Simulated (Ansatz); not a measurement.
# Charge trapping in glassy 65SiO2-10Al2O3-25Li2O (mol %) (128 atoms): runs compared

Aim: add and remove one electron in glassy 65SiO2-10Al2O3-25Li2O (mol %) (128 atoms), with atoms held and relaxed, and read trapping energy and localisation.

Computed with Ansatz 0.2.0: Kohn-Sham DFT, PBE, PAW (set soft_2), plane waves.

**1. The cell as built**

The cell holds 128 atoms: 26 Si, 8 Al, 20 Li and 74 O. Its edges and angles: a = 11.515 Å, b = 11.515 Å, c = 11.515 Å, α = 90.0°, β = 90.0°, γ = 90.0°. 128 atoms (26 Si, 8 Al, 20 Li, 74 O) placed at random at 2.38 g/cm³, melted at 4000 K for 10 ps at fixed volume with the Morse and Coulomb pair potential with partial charges (Pedone, Malavasi, Menziani, Cormack and Segre, J. Phys. Chem. B 110, 11780 (2006)). Quenched from 4000 K to 300 K at 100 K/ps and fixed volume, held 10 ps at zero pressure.

Limits known from the start: The quench rate of 100 K/ps far exceeds what a furnace or splat quench reaches, so expect more defects and frozen-in strain than in a real sample. The starting topology of bonds comes from the classical model, and needn't be the one that DFT or experiment would give. The Brillouin zone is sampled at Γ only, in a cell whose shortest periodic width is 12 Å.

**2. The reference run**

The reference is a single point at the end of the relaxation.

The charged cells start from the geometry of this run, on a uniform background, with spin and a narrow Fermi–Dirac smearing.

Its input, with most atom lines left out:

```yaml
crystal:
  lattice:
    - [11.51499, 0.0, 0.0]
    - [0.0, 11.51499, 0.0]
    - [0.0, 0.0, 11.51499]
  atoms:
    - { symbol: Si, position: [0.14226, 0.97451, 0.37771] }
    - { symbol: Si, position: [0.80961, 0.65094, 0.4051] }
    - { symbol: Si, position: [0.90245, 0.69466, 0.71944] }
    - { symbol: Si, position: [0.37343, 0.78996, 0.71637] }
    - { symbol: Si, position: [0.79492, 0.13811, 0.09172] }
    - { symbol: Si, position: [0.5287, 0.43305, 0.15867] }
    - { symbol: Si, position: [0.20944, 0.13222, 0.95573] }
    [... atom lines 8 to 128 left out ...]
kpoints:
  mp_grid: { grid: [1, 1, 1] }
hamiltonian:
  xc: pbe
scf:
  occupations: { method: fixed }
output:
  forces: true
  stress: true
  populations: true
  dos:
    method: { smearing: { sigma: 0.15 } }
    de: 0.1
    projected: { site_lists: { Al: [Al], Li: [Li], O: [O], Si: [Si] } }
  eigenvalues: true
  write_density: true
  write_potential: true
  volumetric_format: npy
```

* free energy per atom: -523.9536 eV/atom
* r.m.s. force component: 0.00699 eV/Å
* pressure: 1.917 GPa

Filled and empty levels are parted by 4.03 eV (at Γ alone); a semilocal functional tends to put such gaps too low. In a disordered cell it changes from sample to sample, and tail or defect levels can set it.

**3. The runs**

Each row is one run, on 4 threads of Intel Xeon Platinum 8488C (Sapphire Rapids), shared host. The free energy is the program's total, comparable only between runs with the same functional, potentials and atoms; between charge states it hangs on the program's zero of potential.

```csv
run,atoms,outcome,"ionic steps, all passes",free energy (eV),time,host memory (GiB)
Single point at the start,128,converged,-,-67054.946,10 s,2.0
Relaxation,128,converged,40,-67066.060,4.8 min,2.0
Single point at the relaxed geometry,128,converged,-,-67066.060,16 s,2.2
"An extra electron, atoms held",128,converged,-,-67058.492,55 s,3.7
"An extra electron, atoms relaxed",128,converged,3,-67058.500,71 s,3.6
"An extra electron, levels at the relaxed geometry",128,converged,-,-67058.500,48 s,3.7
Neutral at the geometry of the electron,128,converged,-,-67066.053,16 s,2.2
"An extra hole, atoms held",128,converged,-,-67069.265,65 s,3.7
"An extra hole, atoms relaxed",128,converged,6,-67069.451,2.9 min,3.6
"An extra hole, levels at the relaxed geometry",128,converged,-,-67069.451,69 s,3.7
Neutral at the geometry of the hole,128,converged,-,-67065.770,16 s,2.2
```

In some runs the program notes that starting moments were not kept.

Local excerpt of 9 atoms (numbers count through the whole input) about O75, which holds the most spin of the extra hole after relaxation; x, y, z are measured from there.

```csv
atom,x,y,z,distance (Å),intrinsic-atomic-orbital charge (e),moment (μB)
O75,0.00,0.00,0.00,0.00,-1.04,0.20
Al27,-1.68,0.44,-0.31,1.77,1.26,0.00
Li41,1.41,-0.02,1.28,1.91,0.79,0.00
Li36,0.60,-1.83,0.10,1.93,0.79,0.00
Li54,0.37,1.96,-0.40,2.03,0.83,0.00
O87,-1.57,2.20,-0.48,2.74,-1.03,0.01
O61,-2.82,-0.01,0.92,2.97,-0.92,0.01
O96,-2.44,-0.25,-1.77,3.02,-0.93,0.00
O55,1.18,-2.24,-1.66,3.03,-1.06,0.08
```

**4. Energies and spread of the extra charge**

Energies are differences within one cell and functional; the shift is the gain plus the neutral cell's energy at the new geometry, that is how much cheaper the vertical process becomes there. The spread is the participation number of the site moments (1/Σw², over the spin inside atomic spheres), with the atom that holds the largest share and the spin that the spheres hold in all.

```csv
carrier,"charged less neutral, atoms held (eV)",gain on relaxing (eV),"neutral cell at that geometry, less the reference (eV)",shift of the vertical energy (eV),"spread, atoms held","spread, relaxed"
electron,7.569,0.008,0.007,0.016,-,-
hole,-3.204,0.187,0.291,0.477,12; O81 16 % of 0.76 μB,6; O75 26 % of 0.78 μB
```

**5. Outcome**

The extra electron gains 0.0083 eV as the atoms relax: so small a gain shows no trapping at this level. The cell with the electron keeps a moment of only 0.00 μB where one unpaired electron should give 1 μB: the carrier is shared between both spins, which can hide trapping. The extra hole gains 0.19 eV as the atoms relax, and its spin goes from about 12 to 6 atoms: a partial localisation as the atoms move, with the largest share on O75. The O75–Li54 distance goes from 1.93 to 2.03 Å. The hole is shared among 2 partly filled levels, as near-degenerate levels under the smearing give, and as self-interaction favours. Adding the two vertical energies gives 4.36 eV, against a gap of 4.03 eV in the neutral cell. The zero of the potential cancels in this sum; the excess isn't taken apart here: charging of a small cell, filling of bands on a coarse mesh and the attraction to the background can all enter.

Caveats: Single energies of charged cells hang on the program's zero of potential. In the spin-polarised runs the search for a state of lower energy was switched off. No distortion was seeded, so a trapped state behind a barrier can't be found. Local and semilocal functionals favour spread-out charges, so trapping can be missed. The pressure of 1.9 GPa means that a free cell would grow at this level. Charged cells carry a uniform background, with no correction for images.

The DFT runs together took 14 min of wall time.

[Logs are printed without paths, hosts, clocks, repeated set-up lines and the standing remarks that a program may print on its own settings, such as how far it seeks lower states.]

[Hosts, paths, dates, database ids (printed as entryN), source tags and the programs' standing remarks are cut or masked in the printed files.]
